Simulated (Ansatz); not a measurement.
# What SbAs (model cell, started as wurtzite) distorts into, part 2 of 3

Aim: this structure of SbAs (model cell, started as wurtzite) is to be tested for unstable modes, and one is followed downhill.

Ansatz 0.2.0; DFT PBEsol, scalar-relativistic, plane waves, PAW.

So far, highest frequency on the path or at a solved wavevector (cm⁻¹): step 2 (phonons on a q mesh) 195. Also lowest frequency on the path (cm⁻¹): step 2 -23.7.

The structure was built from a prototype and need not be the compound's stable phase.

## (4) The mode frozen in, largest atomic shift 0.32 Å

The atoms are moved along the unstable eigenvector, the largest shift by 0.32 Å, with the cell fixed.

The input, input.yaml:

```yaml
crystal:
  lattice:
    - [-4.863994785, 3.2096e-06, 0.0]
    - [0.0, 0.0, -6.0103731548]
    - [-5.5591e-06, -8.4246860953, 0.0]
  atoms:
    - { symbol: Sb, position: [0.5563224304, 0.0351829437, 0.1666666667] }
    - { symbol: Sb, position: [0.9436775696, 0.0351829437, 0.6666666667] }
    - { symbol: Sb, position: [1.0563224304, 0.5351829437, 0.3333333333] }
    - { symbol: Sb, position: [0.4436775696, 0.5351829437, 0.8333333333] }
    - { symbol: As, position: [0.5657895442, 0.5898170563, 0.1666666667] }
    - { symbol: As, position: [0.9342104558, 0.5898170563, 0.6666666667] }
    - { symbol: As, position: [1.0657895442, 0.0898170563, 0.3333333333] }
    - { symbol: As, position: [0.4342104558, 0.0898170563, 0.8333333333] }
kpoints:
  mp_grid: { grid: [8, 6, 4] }
hamiltonian:
  xc: pbesol
scf:
  occupations: { method: methfessel_paxton, width: 0.2 }
output:
  forces: true
  stress: true
  eigenvalues: true
```

Started as:

```
> ansatz run input.yaml --threads 4 --pin off --max-ram 7168MiB --backend cpu --events-out ev --progress --plain --runs-dir out
```

Numbers of over 12 decimals in the logs are rounded to 6 here.

The log of the run:

```text
[...]
Crystal: 8 atoms, lattice volume = 246.291 Å³
Basis set: ecut = 420 eV, 4809 PW (Γ), exchange–correlation on 72×90×120 points (8 copies of the dense FFT grid, shifted against one another)
Bands: 72, of which v1, the nominal top of the filled ones, is band 60 counted from 1 (59 counted from 0)
Symmetry: 4 space group operations
[...]
k-points: 60 of 192 (time reversal used)
[...]
k-point 0: bands = [... 56 lower, 5.7537, 5.8093, 6.1360, 7.3119, 7.6440, 7.7644, 9.7607, 9.8941, ... 8 higher]
  k-point 1: bands = [... 56 lower, 5.5525, 5.6977, 6.5333, 7.2981, 7.7788, 7.9295, 9.2909, 9.5639, ... 8 higher]
  k-point 2: bands = [... 56 lower, 5.4843, 5.4843, 7.0817, 7.0817, 8.1255, 8.1255, 8.8901, 8.8901, ... 8 higher]
  k-point 59: bands = [... 56 lower, 6.5983, 6.5983, 6.6841, 6.6841, 8.3790, 8.3790, 8.5227, 8.5227, ... 8 higher]
[key lines of the parts left out:]
SCF converged after 7 iterations
Free energy (F): -44882.913850 eV
Fermi energy:    7.918033 eV
P = ⅓ Tr σ = -0.8911 GPa (-8.911 kbar)
```

Elapsed: 30 s, on 4 threads of Arm Neoverse V1, shared host; peak memory 1.1 GiB.

Numbers from this step:

- pressure: -0.8911 GPa
- energy from the undistorted cell: -3.373 meV/atom

The energy, extrapolated to zero smearing, is -3.37 meV/atom against the undistorted cell.

The run ends at a pressure of -0.89 GPa, with forces up to 0.14 eV/Å.

## (5) Energy along the mode, all amplitudes (two of the runs are shown above)

An imaginary frequency means negative curvature, so the energy should fall and then rise again as anharmonic terms take over.

This step gave:

```yaml
depth_at_the_lowest_point_sampled: 3.373 meV/atom
largest_atomic_shift_at_that_point: 0.32 Å
```

Table of energy from the parent by largest atomic shift:

| largest atomic shift (Å) | energy from the parent (meV/atom) |
| --- | --- |
| 0.000 | 0 |
| 0.040 | -0.133 |
| 0.080 | -0.504 |
| 0.140 | -1.35 |
| 0.220 | -2.58 |
| 0.320 | -3.37 |
| 0.450 | -1.29 |
| 0.600 | 7.88 |

Displacement at unit largest shift by atom:

| atom | x (Å) | y (Å) | z (Å) | size |
| --- | --- | --- | --- | --- |
| Sb1 | -0.86 | 0.00 | 0.00 | 0.86 |
| Sb2 | 0.86 | 0.00 | 0.00 | 0.86 |
| Sb3 | -0.86 | 0.00 | 0.00 | 0.86 |
| Sb4 | 0.86 | 0.00 | 0.00 | 0.86 |
| As5 | -1.00 | 0.00 | 0.00 | 1.00 |
| As6 | 1.00 | 0.00 | 0.00 | 1.00 |
| As7 | -1.00 | 0.00 | 0.00 | 1.00 |
| As8 | 1.00 | 0.00 | 0.00 | 1.00 |

The lowest of the steps tried is at 0.32 Å, 3.37 meV/atom below the parent; the bottom of the well need not coincide with a step.

## (6) Relaxation from the frozen mode

Starting from the lowest point found, all atoms and the cell are let go, so that strain and other modes of the same symmetry can join in.

input.yaml, as its differences from that of step 4:

```diff
@@ -24 +24,10 @@
   eigenvalues: true
+  write_density: true
+  write_potential: true
+  elf: true
+  volumetric_format: npy
+relax:
+  adjacent_minimum: "off"
+  f_tol: 0.002
+  max_steps: 120
+  cell: { stress_tol: 0.03 }
```

The log of the run:

```text
[...]
Crystal: 8 atoms, lattice volume = 246.291 Å³
Basis set: ecut = 420 eV, 4809 PW (Γ), exchange–correlation on 72×90×120 points (8 copies of the dense FFT grid, shifted against one another)
Bands: 72, of which v1, the nominal top of the filled ones, is band 60 counted from 1 (59 counted from 0)
Symmetry: 4 space group operations
[...]
k-points: 60 of 192 (time reversal used)
[...]
SCF iter   1: F=—  HF=-44882.919431 eV  |F-HF|=—  |Δ(HF+E_count)|=         —  Δρ=2.71e-3  dr2=1.98e-2  ethr=1.77e-3  ⟨swp⟩=6.2  Hψ=15719  notcnv=0
[...]
SCF iter   7: F=-44882.913850 eV  HF=-44882.913850 eV  |F-HF|=7.28e-11  |Δ(HF+E_count)|=   7.52e-9  S|Δr|=    0.00e0  Δρ=1.45e-6  dr2=6.09e-9  ethr=8.33e-11  ⟨swp⟩=8.0  Hψ=25126  notcnv=0
SCF 1 converged in 7 iterations: F = -44882.913850 eV  dr2 = 6.09e-9
[...]
relax step   1: F+E_penalty+E_count = -44882.91385038 eV  Δ(F+E_penalty+E_count) = +0.000e0 eV  max|allowed force component| = 1.192e-1 eV/Å  Δτ_max = 0.0000 Å  P = -0.891 GPa  Ω = 246.291 Å³  (7 SCF iters, dr2 threshold 1.00e-7 eV, accepted)
Crystal: 8 atoms, lattice volume = 234.716 Å³
Basis set: ecut = 420 eV, 4559 PW (Γ), exchange–correlation on 72×90×120 points (8 copies of the dense FFT grid, shifted against one another)
[...]
SCF iter   6: F=-44883.003562 eV  HF=-44883.003563 eV  |F-HF|=5.02e-8  |Δ(HF+E_count)|=   7.96e-7  S|Δr|=    0.00e0  Δρ=5.17e-6  dr2=7.37e-8  ethr=6.67e-10  ⟨swp⟩=11.6  Hψ=41034  notcnv=0
SCF 2 converged in 6 iterations: F = -44883.003562 eV  dr2 = 7.37e-8
relax step   2: F+E_penalty+E_count = -44883.00356249 eV  Δ(F+E_penalty+E_count) = -8.971e-2 eV  max|allowed force component| = 1.119e-1 eV/Å  Δτ_max = 0.1148 Å  P = +0.715 GPa  Ω = 234.716 Å³  energy of the carried Pulay correction = +1.934e-3 eV  (6 SCF iters, dr2 threshold 8.00e-7 eV, accepted)
Crystal: 8 atoms, lattice volume = 227.264 Å³
Basis set: ecut = 420 eV, 4417 PW (Γ), exchange–correlation on 72×90×120 points (8 copies of the dense FFT grid, shifted against one another)
[...]
SCF iter   6: F=-44883.170379 eV  HF=-44883.170379 eV  |F-HF|=5.61e-8  |Δ(HF+E_count)|=   1.62e-6  S|Δr|=    0.00e0  Δρ=8.22e-6  dr2=1.54e-7  ethr=6.67e-10  ⟨swp⟩=12.2  Hψ=43661  notcnv=0
SCF 3 converged in 6 iterations: F = -44883.170379 eV  dr2 = 1.54e-7
[...]
relax step   3: F+E_penalty+E_count = -44883.17037934 eV  Δ(F+E_penalty+E_count) = -1.668e-1 eV  max|allowed force component| = 2.332e-1 eV/Å  Δτ_max = 0.1952 Å  P = +0.241 GPa  Ω = 227.264 Å³  energy of the carried Pulay correction = +3.229e-3 eV  (6 SCF iters, dr2 threshold 8.00e-7 eV, accepted)
[... from here on, the SCF cycles and remarks between the steps are left out ...]
relax step   4: F+E_penalty+E_count = -44883.47615337 eV  Δ(F+E_penalty+E_count) = -3.058e-1 eV  max|allowed force component| = 3.192e-1 eV/Å  Δτ_max = 0.1957 Å  P = -0.493 GPa  Ω = 218.786 Å³  energy of the carried Pulay correction = +4.753e-3 eV  (6 SCF iters, dr2 threshold 8.00e-7 eV, accepted)
relax step   5: F+E_penalty+E_count = -44883.84165951 eV  Δ(F+E_penalty+E_count) = -3.655e-1 eV  max|allowed force component| = 3.502e-1 eV/Å  Δτ_max = 0.1951 Å  P = -0.454 GPa  Ω = 209.125 Å³  energy of the carried Pulay correction = +6.559e-3 eV  (7 SCF iters, dr2 threshold 8.00e-7 eV, accepted)
relax step   6: F+E_penalty+E_count = -44884.17752012 eV  Δ(F+E_penalty+E_count) = -3.359e-1 eV  max|allowed force component| = 2.532e-1 eV/Å  Δτ_max = 0.1927 Å  P = +0.185 GPa  Ω = 199.941 Å³  energy of the carried Pulay correction = +8.349e-3 eV  (7 SCF iters, dr2 threshold 8.00e-7 eV, accepted)
relax step   7: F+E_penalty+E_count = -44884.30350347 eV  Δ(F+E_penalty+E_count) = -1.260e-1 eV  max|allowed force component| = 1.874e-1 eV/Å  Δτ_max = 0.1926 Å  P = +0.917 GPa  Ω = 195.254 Å³  energy of the carried Pulay correction = +9.292e-3 eV  (7 SCF iters, dr2 threshold 8.00e-7 eV, accepted)
relax step   8: F+E_penalty+E_count = -44884.36648209 eV  Δ(F+E_penalty+E_count) = -6.298e-2 eV  max|allowed force component| = 1.046e-1 eV/Å  Δτ_max = 0.0965 Å  P = -0.432 GPa  Ω = 197.037 Å³  energy of the carried Pulay correction = +8.931e-3 eV  (6 SCF iters, dr2 threshold 8.00e-7 eV, accepted)
relax step   9: F+E_penalty+E_count = -44884.37168236 eV  Δ(F+E_penalty+E_count) = -5.200e-3 eV  max|allowed force component| = 6.577e-3 eV/Å  Δτ_max = 0.0129 Å  P = -0.162 GPa  Ω = 197.146 Å³  energy of the carried Pulay correction = +8.909e-3 eV  (5 SCF iters, dr2 threshold 7.98e-7 eV, accepted)
relax step  10: F+E_penalty+E_count = -44884.37308022 eV  Δ(F+E_penalty+E_count) = -1.398e-3 eV  max|allowed force component| = 8.062e-3 eV/Å  Δτ_max = 0.0087 Å  P = -0.122 GPa  Ω = 197.116 Å³  energy of the carried Pulay correction = +8.915e-3 eV  (4 SCF iters, dr2 threshold 5.72e-7 eV, accepted)
relax step  11: F+E_penalty+E_count = -44884.37340281 eV  Δ(F+E_penalty+E_count) = -3.226e-4 eV  max|allowed force component| = 4.270e-4 eV/Å  Δτ_max = 0.0029 Å  P = -0.031 GPa  Ω = 196.865 Å³  energy of the carried Pulay correction = +8.965e-3 eV  (4 SCF iters, dr2 threshold 1.17e-7 eV, accepted)
relax step  12: F+E_penalty+E_count = -44884.37343877 eV  Δ(F+E_penalty+E_count) = -3.596e-5 eV  max|allowed force component| = 3.679e-4 eV/Å  Δτ_max = 0.0006 Å  P = +0.005 GPa  Ω = 196.737 Å³  energy of the carried Pulay correction = +8.991e-3 eV  (5 SCF iters, dr2 threshold 3.18e-9 eV, accepted)
Basis set: ecut = 420 eV, 3849 PW (Γ), exchange–correlation on 60×80×120 points (8 copies of the dense FFT grid, shifted against one another)
[...]
SCF iter   6: F=-44884.367112 eV  HF=-44884.367112 eV  |F-HF|=1.46e-11  |Δ(HF+E_count)|=    0.00e0  S|Δr|=    0.00e0  Δρ=1.06e-7  dr2=2.34e-11  ethr=1.00e-12  ⟨swp⟩=6.5  Hψ=19274  notcnv=0
SCF 13 converged in 6 iterations: F = -44884.367112 eV  dr2 = 2.34e-11
relax step  13: F+E_penalty+E_count = -44884.36711177 eV  Δ(F+E_penalty+E_count) = +6.327e-3 eV  max|allowed force component| = 3.681e-4 eV/Å  Δτ_max = 0.0000 Å  P = -0.007 GPa  Ω = 196.737 Å³  stress off target by 2.37e-2 GPa  SCF on the basis re-selected at this cell (its energy is not comparable with the rows above)  (6 SCF iters)
basis re-selected at this cell: Δ(F+E_penalty+E_count) = +6.327e-3 eV, ΔP = -0.012 GPa vs the last step (what re-selecting the basis moved, of the pressure what is left beyond the Pulay correction that the steps carried, after the strain that the cell walked since its last selection, with what the two solves' SCF thresholds leave and, on support functions, any second-order correction that the steps lacked; it is no measure of the basis error at this ecutwfc). The dense FFT grid was sized anew with the basis: this SCF ran on 30×40×60 points, the steps before it on 36×45×60, so part of this shift can come from that change (see relax.cell in the input reference). [rest of the remark cut]
SCF converged after 6 iterations
[...]
Free energy (F): -44884.367112 eV
[...]
Internal energy: -44884.374558 eV  (E = F + TS)
E sigma→0 (E₀):  -44884.368973 eV
Entropy (-TS):   0.007446 eV (0.931 meV/atom)
Fermi energy:    10.849508 eV
[...]
--- Forces (eV/Å), atoms counted from 1 ---
  atom   1  Sb     0.00013137    -0.00026085    -0.00006018
  atom   2  Sb    -0.00013137    -0.00026085    -0.00006018
  atom   3  Sb     0.00013137     0.00026085    -0.00006018
  atom   4  Sb    -0.00013137     0.00026085    -0.00006018
  atom   5  As     0.00036811    -0.00019711     0.00006016
  atom   6  As    -0.00036811    -0.00019711     0.00006016
  atom   7  As     0.00036811     0.00019711     0.00006016
  atom   8  As    -0.00036811     0.00019711     0.00006016
  max |Σ_I F_I| component: 5.86e-8 eV/Å
--- Stress (GPa, compression-positive) ---
       -0.023675       0.000000      -0.000000
        0.000000      -0.006233      -0.000000
       -0.000000      -0.000000       0.008769
  P = ⅓ Tr σ = -0.0070 GPa (-0.070 kbar)
--- Band table (eV; the first three rows and the last of 60) ---
  k-point 0: bands = [... 56 lower, 9.1229, 9.1252, 9.9282, 9.9291, 11.5257, 11.5282, 12.3167, 12.3172, ... 8 higher]
  k-point 1: bands = [... 56 lower, 9.0984, 9.4199, 9.9668, 10.8937, 11.0744, 11.2902, 12.7769, 13.2836, ... 8 higher]
  k-point 2: bands = [... 56 lower, 9.5287, 9.5287, 10.2979, 10.2979, 11.9808, 11.9808, 12.3533, 12.3533, ... 8 higher]
  k-point 59: bands = [... 56 lower, 9.6910, 9.6910, 9.6911, 9.6911, 11.4199, 11.4199, 11.4199, 11.4199, ... 8 higher]
--- Relaxed structure (12 steps of the walk, 12 accepted, 1 SCFs on fresh bases) ---
  F+E_penalty+E_count = -44884.36711177 eV   max|allowed force component| = 3.681e-4 eV/Å   (the final SCF, on the basis selected at the relaxed cell)
  cell:  # Å, volume = 196.7369 Å³
    - [-4.093352, 2.701054471786872e-6, 0]
    - [0, 0.0, -5.873506]
    - [-5.399624433371667e-6, -8.182938, 0]
  atoms:
    - { symbol: Sb, position: [0.750010, 0.039106, 0.124963] }
    - { symbol: Sb, position: [0.749990, 0.039106, 0.624963] }
    - { symbol: Sb, position: [1.250010, 0.539106, 0.375037] }
    - { symbol: Sb, position: [0.249990, 0.539106, 0.875037] }
    - { symbol: As, position: [0.750019, 0.585894, 0.124996] }
    - { symbol: As, position: [0.749981, 0.585894, 0.624996] }
    - { symbol: As, position: [1.250019, 0.085894, 0.375004] }
    - { symbol: As, position: [0.249981, 0.085894, 0.875004] }
```

Run time: 8.1 min. Hardware: 4 threads; peak memory 1.1 GiB.

Step by step:

| step | energy less that of the first step (eV) | largest force component (eV/Å) | pressure (GPa) | volume (Å³) |
| --- | --- | --- | --- | --- |
| 1 | 0.0000 | 0.1192 | -0.89 | 246.29 |
| 2 | -0.0897 | 0.1119 | 0.72 | 234.72 |
| 3 | -0.2565 | 0.2332 | 0.24 | 227.26 |
| 4 | -0.5623 | 0.3192 | -0.49 | 218.79 |
| 5 | -0.9278 | 0.3502 | -0.45 | 209.12 |
| 6 | -1.2637 | 0.2532 | 0.19 | 199.94 |
| 7 | -1.3897 | 0.1874 | 0.92 | 195.25 |
| 8 | -1.4526 | 0.1046 | -0.43 | 197.04 |
| 9 | -1.4578 | 0.0066 | -0.16 | 197.15 |
| 10 | -1.4592 | 0.0081 | -0.12 | 197.12 |
| 11 | -1.4596 | 0.0004 | -0.03 | 196.87 |
| 12 | -1.4596 | 0.0004 | 0.00 | 196.74 |
| 13* | -1.4533 | 0.0004 | -0.01 | 196.74 |

Relaxation steps marked * repeat the geometry before them on a plane-wave basis chosen anew for their cell, so energy and pressure can jump there.

The run keeps the 4 symmetry operations that it works with, so distortions that break them were not tested.

| cell as run | before | after | change |
| --- | --- | --- | --- |
| a (Å) | 4.864 | 4.093 | -15.8 % |
| b (Å) | 6.010 | 5.874 | -2.3 % |
| c (Å) | 8.425 | 8.183 | -2.9 % |
| volume (Å³/atom) | 30.79 | 24.59 | -20.1 % |

The atoms that moved most (Å, as changes of fractional coordinates times the final cell):

| atom | dx | dy | dz | length |
| --- | --- | --- | --- | --- |
| Sb3 | -0.793 | -0.341 | -0.023 | 0.863 |
| Sb2 | 0.793 | 0.341 | -0.023 | 0.863 |
| Sb4 | 0.793 | -0.341 | -0.023 | 0.863 |
| Sb1 | -0.793 | 0.341 | -0.023 | 0.863 |
| As6 | 0.754 | 0.341 | 0.023 | 0.828 |
| As7 | -0.754 | -0.341 | 0.023 | 0.828 |
| As8 | 0.754 | -0.341 | 0.023 | 0.828 |
| As5 | -0.754 | 0.341 | 0.023 | 0.828 |

The relaxed structure:

```cif
data_structure
_symmetry_space_group_name_H-M 'P 1'
_symmetry_Int_Tables_number 1
_cell_length_a 4.0934
_cell_length_b 5.8735
_cell_length_c 8.1829
_cell_angle_alpha 90.000
_cell_angle_beta 90.000
_cell_angle_gamma 90.000
_cell_volume 196.74
loop_
_atom_site_label
_atom_site_type_symbol
_atom_site_fract_x
_atom_site_fract_y
_atom_site_fract_z
_atom_site_occupancy
Sb1 Sb 0.75001 0.03911 0.12496 1
Sb2 Sb 0.74999 0.03911 0.62496 1
Sb3 Sb 0.25001 0.53911 0.37504 1
Sb4 Sb 0.24999 0.53911 0.87504 1
As5 As 0.75002 0.58589 0.12500 1
As6 As 0.74998 0.58589 0.62500 1
As7 As 0.25002 0.08589 0.37500 1
As8 As 0.24998 0.08589 0.87500 1
```

Numbers from this step:

```yaml
pressure: -0.007046 GPa
volume_per_atom: 24.59 Å³
```

Electrostatic potential energy in the bc plane at fractional x = 0.250, with atoms of Sb and As within 0.2 Å of it. With pseudopotentials it is smooth inside the atoms' cores, unlike the true potential.

Ten even steps from '0' (-17 eV) to '9' (14 eV), each cell a mean:
```
3335886200368996
6973673000048984
8994562000037873
5863673000048984
4335886211378997
8778998756789999
9999999988999999
9999999999999999
9999999999999999
9999999988999999
7778998655789999
4335886201368996
6873673000048984
8994562000037873
5973673000048984
3335886201379997
8778998756789999
9999999988999999
9999999999999999
9999999999999999
9999999988999999
8778998756789999
```
Columns run along b (5.9 Å; values clipped at the 3rd and 97th percentile), rows up along c (8.2 Å). Atoms in or near the plane, at fractional coordinates: Sb at (0.54, 0.38), Sb at (0.54, 0.88), As at (0.09, 0.38), As at (0.09, 0.88).

Valence density in the bc plane at fractional x = 0.250, with atoms of Sb and As within 0.2 Å of it. It is the smooth field of the valence electrons, not physical close to the nuclei.

Ten steps, logarithmic in the rise over the least value, from '_' (0 e/Å³) to '@' (27 e/Å³), each cell a mean:
```
--==--::......::==--::..______..
**%%##--::..::++####==::..__..::
##@@%%==::::--**@@%%++::..__..--
**%%##--::..::++####==::..__..::
--==--::......::==--::..______..
........______........__________
________________________________
________________________________
________________________________
________________________________
........______........__________
--==--::......::====::..______..
**%%##--::..::++####==::..__..::
##@@%%==::::--**@@%%++::..__..--
**%%##--::..::++####==::..__..::
::----::......::----::..______..
........______........__________
________________________________
________________________________
________________________________
________________________________
........______........__________
```
Columns run along b (5.9 Å), rows up along c (8.2 Å). Atoms in or near the plane, at fractional coordinates: Sb at (0.54, 0.38), Sb at (0.54, 0.88), As at (0.09, 0.38), As at (0.09, 0.88).

ELF in the bc plane at fractional x = 0.250, with atoms of Sb and As within 0.2 Å of it. It is the smooth field of the valence electrons, not physical close to the nuclei.

Values, 22 rows by 16 columns, each cell a mean:
```
0.66 0.61 0.60 0.59 0.56 0.48 0.38 0.33 0.27 0.30 0.39 0.45 0.31 0.19 0.43 0.64
0.50 0.31 0.38 0.59 0.66 0.56 0.35 0.18 0.04 0.05 0.26 0.43 0.40 0.29 0.55 0.68
0.37 0.26 0.26 0.55 0.68 0.58 0.33 0.10 0.00 0.01 0.18 0.42 0.42 0.33 0.58 0.67
0.51 0.33 0.40 0.59 0.65 0.56 0.35 0.19 0.05 0.07 0.26 0.43 0.40 0.29 0.54 0.68
0.66 0.60 0.59 0.58 0.54 0.47 0.38 0.33 0.28 0.30 0.39 0.45 0.31 0.19 0.42 0.64
0.58 0.58 0.54 0.44 0.33 0.28 0.33 0.37 0.38 0.40 0.43 0.35 0.16 0.09 0.22 0.46
0.29 0.32 0.28 0.19 0.12 0.10 0.15 0.24 0.30 0.31 0.25 0.15 0.07 0.05 0.09 0.19
0.12 0.12 0.10 0.07 0.04 0.04 0.06 0.09 0.12 0.12 0.10 0.06 0.04 0.03 0.05 0.09
0.12 0.13 0.11 0.07 0.04 0.04 0.06 0.10 0.13 0.13 0.11 0.07 0.04 0.03 0.05 0.09
0.31 0.33 0.29 0.20 0.13 0.11 0.16 0.25 0.30 0.31 0.26 0.16 0.07 0.05 0.09 0.20
0.58 0.59 0.54 0.45 0.34 0.29 0.33 0.37 0.38 0.40 0.42 0.35 0.17 0.10 0.23 0.47
0.65 0.60 0.59 0.58 0.55 0.47 0.38 0.33 0.27 0.29 0.39 0.45 0.31 0.19 0.42 0.64
0.50 0.32 0.39 0.59 0.65 0.56 0.35 0.18 0.04 0.06 0.26 0.43 0.40 0.29 0.54 0.68
0.36 0.27 0.26 0.55 0.68 0.58 0.33 0.09 0.00 0.00 0.17 0.42 0.42 0.33 0.58 0.67
0.51 0.31 0.39 0.59 0.65 0.56 0.35 0.19 0.04 0.06 0.26 0.43 0.40 0.29 0.54 0.68
0.66 0.62 0.60 0.58 0.54 0.47 0.38 0.33 0.29 0.31 0.39 0.45 0.30 0.19 0.42 0.64
0.57 0.58 0.53 0.44 0.32 0.28 0.33 0.37 0.38 0.41 0.43 0.35 0.16 0.09 0.22 0.45
0.29 0.32 0.28 0.19 0.12 0.11 0.15 0.24 0.29 0.30 0.25 0.15 0.07 0.05 0.09 0.19
0.12 0.13 0.11 0.07 0.04 0.04 0.06 0.10 0.13 0.13 0.10 0.07 0.04 0.03 0.05 0.09
0.12 0.13 0.11 0.07 0.05 0.04 0.06 0.10 0.13 0.13 0.11 0.07 0.04 0.03 0.05 0.09
0.30 0.33 0.28 0.20 0.12 0.11 0.16 0.24 0.30 0.31 0.25 0.15 0.07 0.05 0.09 0.20
0.58 0.59 0.54 0.45 0.33 0.28 0.34 0.37 0.39 0.41 0.43 0.36 0.16 0.09 0.22 0.47
```
Columns run along b (5.9 Å), rows up along c (8.2 Å). Atoms in or near the plane, at fractional coordinates: Sb at (0.54, 0.38), Sb at (0.54, 0.88), As at (0.09, 0.38), As at (0.09, 0.88).

The distorted start has space group Pna2_1; the relaxation ends in I4mm.

(Part 2 of 3 ends here.)

[Logs are printed without paths, hosts, clocks, repeated set-up lines and the standing remarks that a program may print on its own settings, such as how far it seeks lower states.]

[Hosts, paths, dates, database ids (printed as entryN), source tags and the programs' standing remarks are cut or masked in the printed files.]
